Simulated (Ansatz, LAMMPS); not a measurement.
# A frame of aqueous N(CH3)4+ and TFSI-, 0.9 mol of salt per kg of water from 300 K (215 atoms): where an added charge goes, part 2 of 4

Does an extra electron or hole in a frame of aqueous N(CH3)4+ and TFSI-, 0.9 mol of salt per kg of water from 300 K (215 atoms) stay spread out, or do the atoms trap it?

Ansatz 0.2.0; Kohn-Sham DFT, PBE+D4, PAW (set soft_2), plane waves.

The cell: 6 C, 2 N, 134 H, 2 S, 65 O and 6 F. The network of contacts between molecules at the start is that of the classical potential that made the cell. Sampling is at Γ alone, for a cell whose shortest periodic width is 13 Å. The liquid is relaxed first.

So far. Step 2 (Single point at the start): The r.m.s. force at the start is 0.56 eV/Å. Step 3 (Relaxation): The relaxation converged after 37 steps, 10.6 eV below its start, with a largest force component of 0.039 eV/Å.

**4. Single point at the relaxed geometry**

One more single point at the end of the walk gives the fuller output and checks the residual forces.

The input, input.yaml:

```yaml
crystal:
  lattice:
    - [13.02916, 0.0, 0.0]
    - [0.0, 13.02916, 0.0]
    - [0.0, 0.0, 13.02916]
  atoms:
    - { symbol: C, position: [0.64103, 0.91926, 0.11566] }
    - { symbol: "N", position: [0.67242, 0.86394, 0.01987] }
    - { symbol: C, position: [0.62167, 0.7607, 0.01692] }
    - { symbol: C, position: [0.78685, 0.85046, 0.01856] }
    - { symbol: C, position: [0.63975, 0.92542, 0.928] }
    - { symbol: H, position: [0.6748, 0.99594, 0.11364] }
    [... 203 atom lines left out ...]
    - { symbol: O, position: [0.37971, 0.01952, 0.62985] }
    - { symbol: H, position: [0.42586, 0.0679, 0.66655] }
    - { symbol: H, position: [0.33272, 0.0625, 0.58622] }
    - { symbol: O, position: [0.42718, 0.80965, 0.19297] }
    - { symbol: H, position: [0.41611, 0.77567, 0.26025] }
    - { symbol: H, position: [0.3953, 0.76642, 0.14031] }
kpoints:
  mp_grid: { grid: [1, 1, 1] }
hamiltonian:
  xc: pbe
  dispersion: d4
scf:
  occupations: { method: gaussian, width: 0.05 }
output:
  forces: true
  stress: true
  populations: true
  dos:
    method: { smearing: { sigma: 0.1 } }
    de: 0.1
    projected: { site_lists: { C: [C], F: [F], H: [H], "N": ["N"], O: [O] } }
  eigenvalues: true
  write_density: true
  write_potential: true
  volumetric_format: npy
```

The run is started by

```console
ansatz run input.yaml --threads 4 --pin off --max-ram 8192MiB --backend cpu --events-out ev --progress --plain --runs-dir out
```

Numbers of over 12 decimals in the logs are rounded to 6 here.

Output:

```text
[...]
Crystal: 215 atoms, lattice volume = 2211.817 Å³
Basis set: ecut = 420 eV, 43387 PW (Γ), exchange–correlation on 180×180×180 points (8 copies of the dense FFT grid, shifted against one another)
Bands: 521, of which v1, the nominal top of the filled ones, is band 306 counted from 1 (305 counted from 0)
Symmetry: 1 space group operations
[...]
k-points: 1
[...]
SCF iter   1: F=—  HF=-47974.186048 eV  |F-HF|=—  |Δ(HF+E_count)|=         —  Δρ=3.36e-3  dr2=3.83e-1  ethr=1.77e-3  ⟨swp⟩=5.0  Hψ=2270  notcnv=0  defer=161
[...]
SCF iter  10: F=-47973.948852 eV  HF=-47973.948852 eV  |F-HF|=2.59e-8  |Δ(HF+E_count)|=   8.98e-9  Δρ=1.44e-6  dr2=4.01e-8  ethr=1.63e-11  ⟨swp⟩=21.0  Hψ=5120  notcnv=0
SCF 1 converged in 10 iterations: F = -47973.948852 eV  dr2 = 4.01e-8
[...]
WARN: The input density's exchange-correlation potential varies sharply where the density is thin. Do not read a vacuum level from v_tot or v_xc, or from such a field of the output density. On a cell that repeats whose density bears no net charge and no dipole along the vacuum's axis use v_es (v_loc + v_h of the components); [...]
SCF converged after 10 iterations
Free energy (F): -47973.948852 eV
[...]
Internal energy: -47973.948852 eV  (E = F + TS)
E sigma→0 (E₀):  -47973.948852 eV
Fermi energy:    0.245806 eV
[...]
--- Forces (eV/Å), atoms counted from 1 ---
  atom   1  C      0.00231673    -0.00063305     0.00139174
  atom   2  N     -0.00055004     0.00118166    -0.00373353
  atom   3  C      0.00674275     0.00024821     0.00186990
  atom   4  C      0.00254955     0.00392115     0.00511468
  atom   5  C      0.00000064    -0.00078327     0.00188268
  atom   6  H      0.00156408     0.00231801    -0.00014415
  atom   7  H      0.00246540    -0.00287448     0.00331924
  atom   8  H     -0.00221489    -0.00015554    -0.00011455
  atom   9  H     -0.00108940     0.00063461    -0.00113484
  atom  10  H     -0.00391450     0.00144122     0.00032320
  atom  11  H     -0.00152082     0.00105528    -0.00244609
  atom  12  H      0.00000553     0.00494965     0.00125580
  atom  13  H      0.00033062    -0.00093594    -0.00307667
  atom  14  H     -0.00198852    -0.00012674    -0.00221296
[...]
atom 214  H      0.00054757     0.00199910    -0.00161418
  atom 215  H      0.00048335     0.00861719     0.00374874
  max |Σ_I F_I| component: 6.64e-5 eV/Å
--- Stress (GPa, compression-positive) ---
       -0.539171      -0.005804      -0.103180
       -0.005804      -0.808862       0.052023
       -0.103181       0.052024      -0.176528
  P = ⅓ Tr σ = -0.5082 GPa (-5.082 kbar)
--- Band table (eV) ---
[...]
--- Löwdin populations: 215 sites ---
  site symbol       q [e]
     0      C      4.3473
     1      N      4.8432
     2      C      4.3486
[...]
214      H      0.6228
  spilling = 0.011913 (of n_electrons = 612.000000)
```

It took 43 s on 4 threads of Intel Xeon 6975P-C (Granite Rapids), shared host; peak memory 3.4 GiB.

The program notes that the exchange-correlation potential is rough where the density is thin.

The run gave:

* free energy: -47973.9489 eV
* free energy per atom: -223.1346 eV/atom
* SCF cycles: 10
* pressure: -0.5082 GPa
* r.m.s. force component: 0.0058 eV/Å
* longest force: 0.05186 eV/Å
* Fermi energy: 0.2458 eV
* gap (highest filled to lowest empty level): 4.734 eV
* spilling of the projection: 0.01191

Löwdin charges by element and coordination (they lack the spilled electrons, 0.034 e an atom on average):

```tsv
element	coordination	atoms	mean charge (e)	spread	least	most
C	all	6	-0.0031	0.491	-0.358	0.693
F	all	6	-0.202	0.0059	-0.210	-0.192
H	all	134	0.374	0.0501	0.204	0.417
N	all	2	-0.371	0.528	-0.899	0.157
N	2	1	-0.899	0	-0.899	-0.899
N	4	1	0.157	0	0.157	0.157
O	all	65	-0.694	0.0152	-0.734	-0.660
O	1	4	-0.722	0.0072	-0.734	-0.717
O	2	61	-0.693	0.0138	-0.723	-0.660
S	all	2	2.16	0.007	2.15	2.17
```

Density of states as counts of states in windows of 1 eV (from the Fermi level), total and the larger projections:

```tsv
from (eV)	to (eV)	total	O p	H s	F p
-14	-13	2.0	0.0	0.0	0.8
-13	-12	1.6	0.1	0.0	0.6
-12	-11	9.2	0.1	0.8	4.4
-11	-10	4.2	0.6	0.1	2.1
-10	-9	43.2	28.9	11.8	0.2
-9	-8	87.4	56.6	23.9	0.4
-8	-7	17.3	4.7	0.8	9.6
-7	-6	49.4	26.5	5.2	10.1
-6	-5	64.5	42.2	7.4	1.7
-5	-4	47.2	40.1	1.5	0.5
-4	-3	98.7	94.1	0.5	0.5
-3	-2	31.2	30.5	0.1	0.0
-2	2	0.0	0.0	0.0	0.0
2	3	2.1	0.1	1.2	0.0
3	4	17.9	1.7	6.7	0.3
4	5	29.3	2.3	11.3	0.5
```

Between -26 and -14 eV lie 144 more states.

Not all projections were asked for or kept, so they needn't add up to the total.

The levels nearest the highest filled one (over half full), pooled over k-points and spins:

```tsv
level less the highest filled one (eV)	occupation
-0.346	2
-0.275	2
-0.238	2
-0.136	2
-0.0907	2
0	2
4.73	0
5.50	0
5.61	0
5.73	0
5.81	0
5.93	0
```

Electrostatic potential energy in the ac plane at fractional y = 0.129, with atoms of N and C and F and O and H within 0.2 Å of it. With pseudopotentials it is smooth inside the atoms' cores, unlike the true potential.

Values in eV, 13 rows by 16 columns, each cell a mean:
```
  4   3  -2   3   4   4   4   5   5   4   4   5   5   5   4   4
  3  -7 -22   3   4   4   4   4   4   4   4   5   2  -5   2   4
  3 -15 -23   4   5   4   4   3  -8   0   4   5  -5 -21   1   4
  3  -5   2   5   4   4   4  -2 -31 -12   3   4   4   4   5   5
 -6 -24   1   4   4   3   3   3   2   3   4   3   4   4   5   4
 -3 -11  -3 -16 -11   2   4   4   5   5   4  -3 -10   5   5   4
  4   4   3 -13 -25   2   5   5   5   5   4   3   3   5   5   4
-11   4   5   5   4   5   5   5   5   4   5   5   5   5   3 -13
-17   0   5   5   5   5   5   5   4   3   4   4   1   2  -5 -30
-28 -24   4   5   5   5   5   5   5   4   4   4   1  -8 -11 -17
  0   0   5   5   4   3   4   5   5   5   4   3  -1 -16 -11   2
  5   5   4   1  -2 -21   1   5   5   5   4   1  -5 -23 -13   4
  4  -1 -21 -17   0 -11   3   5   4   4   2 -10   1   2   4   4
```
Columns run along a (13.0 Å; values clipped at the 3rd and 97th percentile), rows up along c (13.0 Å). Atoms in or near the plane, at fractional coordinates: N at (0.85, 0.13), C at (0.97, 0.31), F at (0.05, 0.25), O at (0.12, 0.81), H at (0.20, 0.04), O at (0.52, 0.73), O at (0.25, 0.51), H at (0.19, 0.55).

Valence density in the ac plane at fractional y = 0.129, with atoms of N and C and F and O and H within 0.2 Å of it. It is the smooth field of the valence electrons, not physical close to the nuclei.

Ten steps, logarithmic in the rise over the least value, from '0' (0 e/Å³) to '9' (10 e/Å³), each cell a mean:
```
11124543110011100000000011222111000011
11112321100000000000000000111111111011
11134542100000000000000000001233321101
11357863100000000011111000002467642100
11368863200000000123432100012467642100
01235542100000001257764210101234421000
01233211000000011358875311111111110000
13454210000000111235543111111100000001
35776321101111111111111111122211000001
35776322333221111000000001245532100001
13443235677531100000000011246642100001
01111124789732000000000001134432100000
32100112466421000000000000011111000123
64210011222110000000111100000000000246
75210000000000000001222210011111011357
54211000000000000011233211112332112456
66653100000000000001122111123443333566
58984201010000000000010000012333344445
47873100000000000000000000011123444322
12221000000111110000000000011234665311
10101010112344321000000001112346776320
00112222223677531000000012333345665210
01135655423677521000000123554322332100
11246765322344311000000123554211111000
```
Columns run along a (13.0 Å), rows up along c (13.0 Å). Atoms in or near the plane, at fractional coordinates: N at (0.85, 0.13), C at (0.97, 0.31), F at (0.05, 0.25), O at (0.12, 0.81), H at (0.20, 0.04), O at (0.52, 0.73), O at (0.25, 0.51), H at (0.19, 0.55).

Between filled and empty levels lie 4.73 eV (at Γ alone); a semilocal functional tends to put such gaps too low. In a disordered cell it changes from sample to sample and from frame to frame. Mean Löwdin charges: C -0.00, F -0.20, H +0.37, N -0.37, O -0.69, S +2.16 e (they miss 1.2 % of the electrons, so they add up to more than the cell's charge).

**5. An extra electron, atoms held**

The electron count changes by one with the atoms held: a vertical process, on a uniform background, with spin and a narrow Fermi–Dirac smearing. Its energy against the neutral cell hangs on the program's zero of potential.

input.yaml, the sections that differ from step 4:

```yaml
crystal:
  lattice:
    - [13.02916, 0.0, 0.0]
    - [0.0, 13.02916, 0.0]
    - [0.0, 0.0, 13.02916]
  atoms:
    [... the 215 atom lines of step 4 ...]
total_charge: -1
scf:
  occupations: { method: fermi_dirac, width: 0.01 }
  lower_state_search: "off"
magnetization:
  spin_polarized: true
  initial_magnetization: 1
# kpoints, hamiltonian, output: as in step 4
```

Output:

```text
[...]
Crystal: 215 atoms, lattice volume = 2211.817 Å³
Basis set: ecut = 420 eV, 43387 PW (Γ), exchange–correlation on 180×180×180 points (8 copies of the dense FFT grid, shifted against one another)
Bands: 522, of which v1, the nominal top of the filled ones, is band 307 counted from 1 (306 counted from 0)
Symmetry: 1 space group operations
[...]
k-points: 1
[... 13 lines on functional and potentials left out ...]
Starting moments: Σ|m| = 1 μB on 215 of 215 sites
[...]
SCF iter   1: F=—  HF=-48047.939544 eV  |F-HF|=—  |Δ(HF+E_count)|=         —  Δρ=5.75e-2 (↑5.72e-2 ↓5.75e-2)  dr2=2.57e2  dr2_m=2.35e-3  M=1.000 μB ∫|m|=1.007 μB  β_m=1.00  ethr=3.10e-3  ⟨swp⟩=5.0  Hψ=4374  notcnv=0  defer=272
[...]
spin=Collinear: Resta preconditioning applied to the charge; magnetization (m = ρ↑ − ρ↓) channel mixes plain (no charge-response kernel on spin).
SCF iter   2: F=—  HF=-47986.201142 eV  |F-HF|=—  |Δ(HF+E_count)|=         —  Δρ=2.81e-2 (↑2.80e-2 ↓2.81e-2)  dr2=5.64e1  dr2_m=5.50e-4  M=0.502 μB ∫|m|=0.530 μB  β_m=0.30  ethr=3.10e-3  ⟨swp⟩=3.0  Hψ=1832  notcnv=0  defer=416
[...]
SCF iter  15: F=—  HF=-47971.412265 eV  |F-HF|=—  |Δ(HF+E_count)|=   7.00e-7  Δρ=4.31e-6 (↑4.25e-6 ↓4.31e-6)  dr2=1.15e-8  dr2_m=3.70e-7  M=0.001 μB ∫|m|=0.003 μB  β_m=0.30  ethr=1.04e-11  ⟨swp⟩=9.0  Hψ=5725  notcnv=0
[...]
spin-set hold released at iteration 15 (site moments contracting): the magnetisation degrees of freedom join the quasi-Newton model from the next iteration; the mixer history was flushed
SCF iter  16: F=—  HF=-47971.412266 eV  |F-HF|=—  |Δ(HF+E_count)|=   3.54e-7  Δρ=3.27e-6 (↑3.24e-6 ↓3.27e-6)  dr2=6.34e-9  dr2_m=2.13e-7  M=0.000 μB ∫|m|=0.002 μB  β_m=0.65  ethr=1.88e-12  ⟨swp⟩=8.5  Hψ=4800  notcnv=0
[...]
SCF iter  18: F=-47971.412266 eV  HF=-47971.412266 eV  |F-HF|=4.03e-9  |Δ(HF+E_count)|=   4.73e-9  Δρ=3.22e-7 (↑3.22e-7 ↓2.57e-7)  dr2=4.17e-9  dr2_m=4.28e-10  M=0.000 μB ∫|m|=0.000 μB  ethr=1.00e-12  ⟨swp⟩=6.0  Hψ=4694  notcnv=0
WARN: the starting moments were not kept: the SCF closed with an absolute magnetisation of 1.0e-4 μB, where they sum to 1 μB in size (215 sites). That is at most 0.1 of that sum. Measured as dr2_m measures the in/out step, that magnetisation stands 2.1e-11 eV from none, [...]
SCF 1 converged in 18 iterations: F = -47971.412266 eV  dr2 = 4.17e-9
[...]
SCF converged after 18 iterations
Magnetization: 0.0001 μB (306.5000 up, 306.5000 down)
Absolute magnetization: 0.0001 μB (∫|ρ↑−ρ↓|, with the PAW one-centre terms)
[...]
Per-site moments (μB) at R_I (Å): [(4.137519213713357e-8, 0.450302), (-1.0680943642750213e-7, 0.617986), (3.579718149647847e-8, 0.450828), (3.938513715166047e-8, 0.450899), (7.029213949903076e-8, 0.451250), [...]
Free energy (F): -47971.412266 eV
[...]
Internal energy: -47971.398403 eV  (E = F + TS)
E sigma→0 (E₀):  -47971.405335 eV
Entropy (-TS):   -0.013863 eV (-0.064 meV/atom)
Fermi energy:    2.606843 eV
[...]
Σ components = -47971.412266   (vs F -47971.412266, Δ=0.00e0)
--- Forces (eV/Å), atoms counted from 1 ---
  atom   1  C      0.00494779    -0.00325172    -0.01094953
  atom   2  N     -0.00081234     0.01232184     0.00029555
  atom   3  C      0.00961499     0.01251600     0.00120356
  atom   4  C     -0.00298971     0.00677955     0.00591995
[...]
atom 215  H     -0.02461955    -0.01698770    -0.03084797
  max |Σ_I F_I| component: 2.27e-5 eV/Å
--- Stress (GPa, compression-positive) ---
       -0.413280      -0.022547      -0.096778
       -0.022547      -0.658953       0.055576
       -0.096778       0.055576      -0.067503
  P = ⅓ Tr σ = -0.3799 GPa (-3.799 kbar)
--- Band table (eV) ---
[...]
--- Löwdin populations: 215 sites ---
  site symbol       q [e]    m [muB]
     0      C      4.3507     0.0000
     1      N      4.8449    -0.0000
     2      C      4.3526     0.0000
[...]
214      H      0.6259     0.0000
  spilling = 0.012074 (of n_electrons = 613.000000)
```

Elapsed: 2 min, on 4 threads; peak memory 5.6 GiB.

The program notes that starting moments were not kept and the stability of the SCF solution was not settled.

An extra electron, atoms held: the energy stands 2.54 eV above that of the reference. An odd electron should give 1 μB; this run ended with the carrier shared between both spins.

The levels nearest the highest filled one (over half full), pooled over k-points and spins:

```tsv
level less the highest filled one (eV)	occupation
-4.77	1
-4.77	1
0	0.5
0	0.5
0.716	0
0.716	0
0.846	0
0.846	0
```

(Continued in part 3 of 4.)

[Logs are printed without paths, hosts, clocks, repeated set-up lines and the standing remarks that a program may print on its own settings, such as how far it seeks lower states.]

[Hosts, paths, dates, database ids (printed as entryN), source tags and the programs' standing remarks are cut or masked in the printed files.]
